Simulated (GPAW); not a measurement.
MgMn2Al2O6 (P1) has these Al sites:
A. atom 3: 1 O at 1.75 Å, 1 O at 1.81 Å, 1 O at 1.83 Å and 1 O at 1.85 Å (distorted tetrahedral, site symmetry 1), then 1 Al at 2.89 Å and 1 Mg at 2.99 Å
B. atom 4: 1 O at 1.77 Å, 1 O at 1.80 Å and 2 O at 1.83 Å (distorted tetrahedral, site symmetry 1), then 1 Mg at 2.88 Å and 1 Al at 2.89 Å

Their Al K edges were computed (GPAW, PBE + U (Mn 4 eV), full core hole (charged cell), 11-atom cell with 5.0 Å between holes, 4×4×3 k points, dipole transitions, Gaussian full width 0.9 eV up to 4 eV, rising linearly to 3.5 eV at 25 eV) and are given in random order.

On one photon-energy scale, from the lowest onset; each scaled to a mean of 1 over its first 20 eV.

| E (eV) | spectrum 1 | spectrum 2 |
| --- | --- | --- |
| -2.00 | 0.00 | 0.00 |
| -1.25 | 0.00 | 0.00 |
| -0.50 | 0.00 | 0.00 |
| 0.25 | 0.00 | 0.00 |
| 1.00 | 0.03 | 0.01 |
| 1.75 | 0.13 | 0.06 |
| 2.50 | 0.45 | 0.33 |
| 3.25 | 1.00 | 0.73 |
| 4.00 | 1.73 | 1.23 |
| 4.75 | 1.51 | 1.69 |
| 5.50 | 1.53 | 1.97 |
| 6.25 | 1.49 | 2.08 |
| 7.00 | 1.25 | 1.71 |
| 7.75 | 0.95 | 1.25 |
| 8.50 | 0.79 | 0.87 |
| 9.25 | 0.80 | 0.77 |
| 10.00 | 0.87 | 0.82 |
| 10.75 | 1.00 | 0.91 |
| 11.50 | 1.10 | 0.92 |
| 12.25 | 1.18 | 0.89 |
| 13.00 | 1.24 | 0.94 |
| 13.75 | 1.22 | 1.07 |
| 14.50 | 1.18 | 1.15 |
| 15.25 | 1.18 | 1.15 |
| 16.00 | 1.19 | 1.09 |
| 16.75 | 1.14 | 1.03 |
| 17.50 | 1.04 | 1.01 |
| 18.25 | 0.95 | 1.01 |
| 19.00 | 0.89 | 1.03 |
| 19.75 | 0.87 | 1.03 |
| 20.50 | 0.85 | 0.99 |
| 21.25 | 0.80 | 0.91 |
| 22.00 | 0.72 | 0.81 |
| 22.75 | 0.63 | 0.71 |
| 23.50 | 0.56 | 0.63 |
| 24.25 | 0.51 | 0.57 |
| 25.00 | 0.48 | 0.52 |
| 25.75 | 0.46 | 0.48 |
| 26.50 | 0.45 | 0.45 |
| 27.25 | 0.43 | 0.43 |
| 28.00 | 0.41 | 0.41 |
| 28.75 | 0.40 | 0.40 |
| 29.50 | 0.40 | 0.40 |
| 30.25 | 0.41 | 0.41 |
| 31.00 | 0.42 | 0.42 |
| 31.75 | 0.44 | 0.44 |

Question: Which spectrum belongs to which site?

Spectrum 1 is B (onset at +0.03 eV, maxima 4.1 eV (1.76), 5.7 eV (1.55) and 13.2 eV (1.24) above its own zero). Spectrum 2 is A (onset at +0.00 eV, maxima 6.0 eV (2.13) and 14.8 eV (1.16) above its own zero).

[Hosts, paths, dates, database ids (printed as entryN), source tags and the programs' standing remarks are cut or masked in the printed files.]

[Lists of maxima count a maximum above −3 eV only where it reaches 4 % of the highest in the window and stands out from its surroundings by 2 % of it (1.5 % where it reaches 55 %); shoulders and weaker maxima are passed over, and of the rest the first, up to two pre-edge ones and the few strongest are named.]
